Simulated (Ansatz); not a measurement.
# Preparing Rb2BaBr4 (I-42d) as a host crystal, part 3 of 3

Before any defect goes in: Rb2BaBr4 (I-42d) at rest, and how it screens a charge.

Ansatz 0.2.0; plane-wave PAW DFT, PBEsol; relaxation of the host's cell and atoms (the session's first sound run).

So far. Step 3 (Dielectric tensors of the host): The principal values of the electronic dielectric tensor are 3.20, 3.23 and 3.23. The principal values of the static dielectric tensor are 7.71, 7.71 and 9.34.

## (7) Defect free supercell relaxed from displaced atoms

This step: plane-wave PAW DFT, PBEsol; relaxation of the defect-free supercell from random displacements, a test of the host's stability (Ansatz 0.2.0).

pristine.rattled/input.yaml

```yaml
crystal:
  lattice:
    - [0.0, 9.8506923305, 10.007140957]
    - [9.8506923305, 0.0, 10.007140957]
    - [9.8506923305, 9.8506923305, 0.0]
  atoms:
    - { symbol: Rb, position: [0.0052367897, 0.8697632103, 0.8802367897] }
    - { symbol: Rb, position: [0.2552367897, 0.1197632103, 0.1302367897] }
    - { symbol: Rb, position: [0.5052367897, 0.3697632103, 0.3802367897] }
    - { symbol: Rb, position: [0.7552367897, 0.6197632103, 0.6302367897] }
    - { symbol: Rb, position: [0.1197632103, 0.2552367897, 0.4947632103] }
    - { symbol: Rb, position: [0.3697632103, 0.5052367897, 0.7447632103] }
    - { symbol: Rb, position: [0.6197632103, 0.7552367897, 0.9947632103] }
    - { symbol: Rb, position: [0.8697632103, 0.0052367897, 0.2447632103] }
    - { symbol: Rb, position: [0.1302367897, 0.4947632103, 0.1197632103] }
    - { symbol: Rb, position: [0.3802367897, 0.7447632103, 0.3697632103] }
    - { symbol: Rb, position: [0.6302367897, 0.9947632103, 0.6197632103] }
    - { symbol: Rb, position: [0.8802367897, 0.2447632103, 0.8697632103] }
    - { symbol: Rb, position: [0.2447632103, 0.8802367897, 0.0052367897] }
    - { symbol: Rb, position: [0.4947632103, 0.1302367897, 0.2552367897] }
    - { symbol: Rb, position: [0.7447632103, 0.3802367897, 0.5052367897] }
    - { symbol: Rb, position: [0.9947632103, 0.6302367897, 0.7552367897] }
    - { symbol: Ba, position: [0.125, 0.625, 0.375] }
    - { symbol: Ba, position: [0.375, 0.875, 0.625] }
    - { symbol: Ba, position: [0.625, 0.125, 0.875] }
    - { symbol: Ba, position: [0.875, 0.375, 0.125] }
    - { symbol: Ba, position: [0.0, 0.0, 0.5] }
    - { symbol: Ba, position: [0.25, 0.25, 0.75] }
    - { symbol: Ba, position: [0.5, 0.5, 0.0] }
    - { symbol: Ba, position: [0.75, 0.75, 0.25] }
    - { symbol: Br, position: [0.1749915751, 0.7847165259, 0.6450665019] }
    - { symbol: Br, position: [0.4249915751, 0.0347165259, 0.8950665019] }
    - { symbol: Br, position: [0.6749915751, 0.2847165259, 0.1450665019] }
    - { symbol: Br, position: [0.9249915751, 0.5347165259, 0.3950665019] }
    - { symbol: Br, position: [0.0347165259, 0.4249915751, 0.645225397] }
    - { symbol: Br, position: [0.2847165259, 0.6749915751, 0.895225397] }
    - { symbol: Br, position: [0.5347165259, 0.9249915751, 0.145225397] }
    - { symbol: Br, position: [0.7847165259, 0.1749915751, 0.395225397] }
    - { symbol: Br, position: [0.020225397, 0.7700665019, 0.1597165259] }
    - { symbol: Br, position: [0.270225397, 0.0200665019, 0.4097165259] }
    - { symbol: Br, position: [0.520225397, 0.2700665019, 0.6597165259] }
    - { symbol: Br, position: [0.770225397, 0.5200665019, 0.9097165259] }
    - { symbol: Br, position: [0.0200665019, 0.270225397, 0.2999915751] }
    - { symbol: Br, position: [0.2700665019, 0.520225397, 0.5499915751] }
    - { symbol: Br, position: [0.5200665019, 0.770225397, 0.7999915751] }
    - { symbol: Br, position: [0.7700665019, 0.020225397, 0.0499915751] }
    - { symbol: Br, position: [0.1597165259, 0.0499915751, 0.7700665019] }
    - { symbol: Br, position: [0.4097165259, 0.2999915751, 0.0200665019] }
    - { symbol: Br, position: [0.6597165259, 0.5499915751, 0.2700665019] }
    - { symbol: Br, position: [0.9097165259, 0.7999915751, 0.5200665019] }
    - { symbol: Br, position: [0.0499915751, 0.1597165259, 0.020225397] }
    - { symbol: Br, position: [0.2999915751, 0.4097165259, 0.270225397] }
    - { symbol: Br, position: [0.5499915751, 0.6597165259, 0.520225397] }
    - { symbol: Br, position: [0.7999915751, 0.9097165259, 0.770225397] }
    - { symbol: Br, position: [0.1450665019, 0.895225397, 0.2847165259] }
    - { symbol: Br, position: [0.3950665019, 0.145225397, 0.5347165259] }
    - { symbol: Br, position: [0.6450665019, 0.395225397, 0.7847165259] }
    - { symbol: Br, position: [0.8950665019, 0.645225397, 0.0347165259] }
    - { symbol: Br, position: [0.145225397, 0.3950665019, 0.9249915751] }
    - { symbol: Br, position: [0.395225397, 0.6450665019, 0.1749915751] }
    - { symbol: Br, position: [0.645225397, 0.8950665019, 0.4249915751] }
    - { symbol: Br, position: [0.895225397, 0.1450665019, 0.6749915751] }
basis:
  ecutwfc: 420
  xc_grid: 2
hamiltonian:
  xc: pbesol
kpoints:
  mp_grid: { grid: [1, 1, 1], shift: [0.25, 0.25, 0.25] }
scf:
  occupations: { method: fermi_dirac, width: 0.01 }
  max_iter: 80
output:
  forces: true
relax:
  f_tol: 0.01
  max_steps: 120
  random_displacement: { amplitude: 0.08, seed: 7102 }
checkpoint:
  write: "../pristine.rattled.run"
  compress: false
  write_wavefunctions: false
  write_every: 100000
```

On the command line:

```bash
> ansatz run input.yaml --threads 4 --pin off --max-ram 7536MiB --backend cpu --events-out ev --progress --plain --runs-dir out
```

Numbers of over 12 decimals in the logs are rounded to 6 here.

What it wrote:

```text
[...]
Crystal: 56 atoms, lattice volume = 1942.109 Å³
Basis set: ecut = 420 eV, 38005 PW (Γ), exchange–correlation on 192×192×192 points (8 copies of the dense FFT grid, shifted against one another)
Bands: 280, of which v1, the nominal top of the filled ones, is band 224 counted from 1 (223 counted from 0)
Symmetry: 1 space group operations
k-points: 1
[...]
SCF iter   1: F=—  HF=-186048.949550 eV  |F-HF|=—  |Δ(HF+E_count)|=         —  Δρ=1.84e-3  dr2=9.51e-2  ethr=1.77e-3  ⟨swp⟩=11.0  Hψ=1671  notcnv=0  defer=24
[...]
SCF iter   6: F=-186048.937273 eV  HF=-186048.937272 eV  |F-HF|=7.64e-7  |Δ(HF+E_count)|=   1.38e-5  Δρ=4.26e-6  dr2=6.11e-7  ethr=5.58e-10  ⟨swp⟩=4.0  Hψ=956  notcnv=0
SCF 1 converged in 6 iterations: F = -186048.937273 eV  dr2 = 6.11e-7
[...]
relax step   1: F+E_penalty+E_count = -186048.93727285 eV  Δ(F+E_penalty+E_count) = +0.000e0 eV  max|allowed force component| = 3.662e-1 eV/Å  Δτ_max = 0.0000 Å  (6 SCF iters, dr2 threshold 2.50e-6 eV, accepted)
[...]
relax step   2: F+E_penalty+E_count = -186049.28446036 eV  Δ(F+E_penalty+E_count) = -3.472e-1 eV  max|allowed force component| = 1.148e-1 eV/Å  Δτ_max = 0.1119 Å  (5 SCF iters, dr2 threshold 8.38e-6 eV, accepted)
relax step   3: F+E_penalty+E_count = -186049.34354307 eV  Δ(F+E_penalty+E_count) = -5.908e-2 eV  max|allowed force component| = 6.130e-3 eV/Å  Δτ_max = 0.0610 Å  (6 SCF iters, dr2 threshold 8.24e-7 eV, accepted)
[...]
SCF iter   2: F=-186049.343543 eV  HF=-186049.343543 eV  |F-HF|=5.44e-8  |Δ(HF+E_count)|=   5.74e-6  Δρ=1.15e-6  dr2=4.05e-8  ethr=2.23e-11  ⟨swp⟩=2.0  Hψ=826  notcnv=0
SCF 4 converged in 2 iterations: F = -186049.343543 eV  dr2 = 4.05e-8
relax step   4: F+E_penalty+E_count = -186049.34354311 eV  Δ(F+E_penalty+E_count) = -4.497e-8 eV  max|allowed force component| = 6.122e-3 eV/Å  Δτ_max = 0.0000 Å  (2 SCF iters, accepted)
SCF converged after 2 iterations
Free energy (F): -186049.343543 eV
[...]
Internal energy: -186049.343543 eV  (E = F + TS)
E sigma→0 (E₀):  -186049.343543 eV
Fermi energy:    5.344175 eV
[...]
--- Forces (eV/Å), atoms counted from 1 ---
  atom   1  Rb     0.00070124    -0.00280476     0.00272256
  atom   2  Rb    -0.00064058    -0.00325110    -0.00266529
  atom   3  Rb    -0.00046538     0.00314465    -0.00337327
  atom   4  Rb     0.00194194     0.00117239     0.00186759
  atom   5  Rb    -0.00009005     0.00100017    -0.00174521
  atom   6  Rb    -0.00333929     0.00051413     0.00192389
  atom   7  Rb    -0.00294943     0.00612096    -0.00298294
  atom   8  Rb    -0.00153815    -0.00089612    -0.00022739
  atom   9  Rb    -0.00212020     0.00345577     0.00005137
  atom  10  Rb     0.00220873    -0.00005752    -0.00225228
  atom  11  Rb     0.00080934    -0.00073617     0.00284014
  atom  12  Rb     0.00267690    -0.00228096     0.00255052
  atom  13  Rb    -0.00342665     0.00290696    -0.00061234
  atom  14  Rb    -0.00462073     0.00049804     0.00258212
  atom  15  Rb     0.00041903     0.00182720    -0.00456401
  atom  16  Rb     0.00227514     0.00130786    -0.00123851
  atom  17  Ba     0.00064523    -0.00410755    -0.00021045
  atom  18  Ba    -0.00252115    -0.00106308     0.00391407
  atom  19  Ba     0.00315546    -0.00218266    -0.00523979
  atom  20  Ba    -0.00172171    -0.00274869     0.00193233
  atom  21  Ba    -0.00038093     0.00016796    -0.00029777
  atom  22  Ba     0.00045291    -0.00040787     0.00299785
  atom  23  Ba    -0.00235434    -0.00000568     0.00041757
  atom  24  Ba    -0.00134042     0.00028442     0.00056371
  atom  25  Br     0.00048981    -0.00275592    -0.00363946
  atom  26  Br     0.00142494     0.00273748    -0.00018834
  atom  27  Br     0.00285528     0.00383296     0.00180623
  atom  28  Br     0.00036574     0.00413573    -0.00227696
  atom  29  Br    -0.00341410    -0.00187225     0.00460683
  atom  30  Br     0.00211960    -0.00077115    -0.00231944
  atom  31  Br    -0.00266750    -0.00160329     0.00277103
  atom  32  Br    -0.00149750    -0.00446492     0.00411723
  atom  33  Br     0.00047702    -0.00223072    -0.00462249
  atom  34  Br    -0.00371009    -0.00070490    -0.00075831
  atom  35  Br     0.00087299     0.00185576     0.00414101
  atom  36  Br     0.00114155    -0.00187154    -0.00017387
  atom  37  Br     0.00209506    -0.00303405     0.00023486
  atom  38  Br    -0.00218717     0.00206593     0.00002486
  atom  39  Br     0.00246581    -0.00135771    -0.00207619
  atom  40  Br     0.00265308    -0.00347951     0.00149416
[...]
atom  45  Br     0.00105197     0.00068960    -0.00355238
  atom  46  Br    -0.00122114     0.00002407     0.00156720
  atom  47  Br    -0.00028575    -0.00115076    -0.00279721
  atom  48  Br    -0.00232174     0.00162964     0.00101386
  atom  49  Br    -0.00220245    -0.00091019    -0.00069174
  atom  50  Br     0.00068170     0.00003529     0.00186918
  atom  51  Br     0.00043276    -0.00106275    -0.00021088
  atom  52  Br     0.00365404    -0.00257636     0.00050676
  atom  53  Br    -0.00109885    -0.00041314    -0.00026351
  atom  54  Br     0.00241960     0.00377214     0.00356811
  atom  55  Br     0.00144045    -0.00130249    -0.00306541
  atom  56  Br    -0.00288919     0.00286660    -0.00031105
  max |Σ_I F_I| component: 4.77e-5 eV/Å
--- Relaxed structure (4 steps of the walk, 4 accepted, 0 SCFs on fresh bases) ---
  F+E_penalty+E_count = -186049.34354311 eV   max|allowed force component| = 6.122e-3 eV/Å
  atoms:
    - { symbol: Rb, position: [0.005130, 0.868253, 0.881245] }
    - { symbol: Rb, position: [0.255366, 0.118915, 0.131054] }
    - { symbol: Rb, position: [0.504819, 0.368908, 0.380887] }
    - { symbol: Rb, position: [0.755140, 0.618652, 0.630910] }
    - { symbol: Rb, position: [0.119342, 0.254456, 0.495720] }
    - { symbol: Rb, position: [0.369543, 0.504214, 0.745671] }
    - { symbol: Rb, position: [0.619246, 0.754644, 0.995416] }
    - { symbol: Rb, position: [0.869767, 0.004181, 0.245749] }
    - { symbol: Rb, position: [0.129992, 0.493983, 0.120563] }
    - { symbol: Rb, position: [0.380175, 0.743754, 0.370485] }
    - { symbol: Rb, position: [0.630039, 0.993560, 0.620714] }
    - { symbol: Rb, position: [0.880013, 0.243279, 0.870945] }
    - { symbol: Rb, position: [0.244420, 0.879643, 0.005904] }
    - { symbol: Rb, position: [0.494231, 0.129193, 0.256424] }
    - { symbol: Rb, position: [0.744616, 0.379531, 0.505632] }
    - { symbol: Rb, position: [0.994682, 0.629045, 0.756013] }
    - { symbol: Ba, position: [0.124923, 0.624019, 0.375753] }
    - { symbol: Ba, position: [0.374682, 0.873905, 0.626042] }
    - { symbol: Ba, position: [0.625113, 0.124243, 0.875440] }
    - { symbol: Ba, position: [0.874766, 0.373861, 0.126001] }
    - { symbol: Ba, position: [-6.083949163046326e-5, -0.001050, 0.500899] }
    - { symbol: Ba, position: [0.249681, 0.248921, 0.750933] }
    - { symbol: Ba, position: [0.499967, 0.498900, 0.000772] }
    - { symbol: Ba, position: [0.749773, 0.749181, 0.250676] }
    - { symbol: Br, position: [0.175139, 0.783610, 0.645916] }
    - { symbol: Br, position: [0.424809, 0.033794, 0.895836] }
    - { symbol: Br, position: [0.674769, 0.283372, 0.145925] }
    - { symbol: Br, position: [0.924915, 0.534022, 0.395524] }
    - { symbol: Br, position: [0.034244, 0.423822, 0.646480] }
    - { symbol: Br, position: [0.284905, 0.673962, 0.895800] }
    - { symbol: Br, position: [0.534363, 0.924011, 0.146231] }
    - { symbol: Br, position: [0.784515, 0.173776, 0.396381] }
    - { symbol: Br, position: [0.020529, 0.769294, 0.160381] }
    - { symbol: Br, position: [0.269824, 0.019351, 0.410946] }
    - { symbol: Br, position: [0.519833, 0.269204, 0.660562] }
    - { symbol: Br, position: [0.769986, 0.519033, 0.910898] }
    - { symbol: Br, position: [0.019938, 0.269121, 0.300917] }
    - { symbol: Br, position: [0.269603, 0.519385, 0.550896] }
    - { symbol: Br, position: [0.520125, 0.769133, 0.800714] }
    - { symbol: Br, position: [0.770013, 0.018692, 0.050994] }
    - { symbol: Br, position: [0.159167, 0.048973, 0.770819] }
    - { symbol: Br, position: [0.409752, 0.299141, 0.020762] }
    - { symbol: Br, position: [0.659252, 0.548963, 0.270696] }
    - { symbol: Br, position: [0.909864, 0.798890, 0.520877] }
    - { symbol: Br, position: [0.049974, 0.158913, 0.020764] }
    - { symbol: Br, position: [0.299638, 0.408623, 0.271202] }
    - { symbol: Br, position: [0.549993, 0.658930, 0.520737] }
    - { symbol: Br, position: [0.799747, 0.908757, 0.771076] }
    - { symbol: Br, position: [0.145088, 0.894528, 0.285587] }
    - { symbol: Br, position: [0.394860, 0.144003, 0.535876] }
    - { symbol: Br, position: [0.645147, 0.394254, 0.785454] }
    - { symbol: Br, position: [0.895014, 0.643874, 0.035773] }
    - { symbol: Br, position: [0.145184, 0.394001, 0.925935] }
    - { symbol: Br, position: [0.394647, 0.644115, 0.175711] }
    - { symbol: Br, position: [0.645443, 0.894034, 0.425686] }
    - { symbol: Br, position: [0.894679, 0.144289, 0.675848] }
```

The job ended after 72 s (4 threads of Arm Neoverse V1, shared host; peak memory 3 GiB; 4.6 min of CPU time).

Relaxation path:

```tsv
step	energy less that of the first step (eV)	largest force component (eV/Å)
1	0.0000	0.3663
2	-0.3472	0.1148
3	-0.4063	0.0061
4	-0.4063	0.0061
```

The relaxation ends 7.3 meV an atom lower than the displaced start, with a largest force component of 0.0061 eV/Å.

## (8) What came out

```yaml
primitive_cell_vectors_lengths: 8.576, 8.576, 8.576 Å
electronic_dielectric_constant: principal values (3.20, 3.23, 3.23)
static_dielectric_constant: principal values (7.71, 7.71, 9.34)
gap_on_the_k_mesh_of_the_response_run_pbesol: 4.26 eV
supercell_relaxed_in_its_symmetry_less_the_displaced_and_relaxed_one: 0.000 eV
energy_an_atom_at_one_point_at_less_that_on_the_dense_mesh: 0.001 eV
```

**Reading.** Step 7: The energy fell by 0.406 eV from the randomly displaced start; against the sites as typed, Br33 ends farthest off, by 0.01 Å, once the mean shift is taken out. The displaced cell ends within 0.01 eV of the symmetric one relaxed in its symmetry, so no lower structure shows in this supercell. The k-mesh can miss the band edges, so this gap is an upper bound at this level. All at zero temperature.

[Logs are printed without paths, hosts, clocks, repeated set-up lines and the standing remarks that a program may print on its own settings, such as how far it seeks lower states.]

[Hosts, paths, dates, database ids (printed as entryN), source tags and the programs' standing remarks are cut or masked in the printed files.]

[Runs of the host that timed out are not shown.]

[For some hosts the program warned that the k-mesh of the response run may be too coarse for force constants and the static dielectric constant; such warnings are not always shown.]
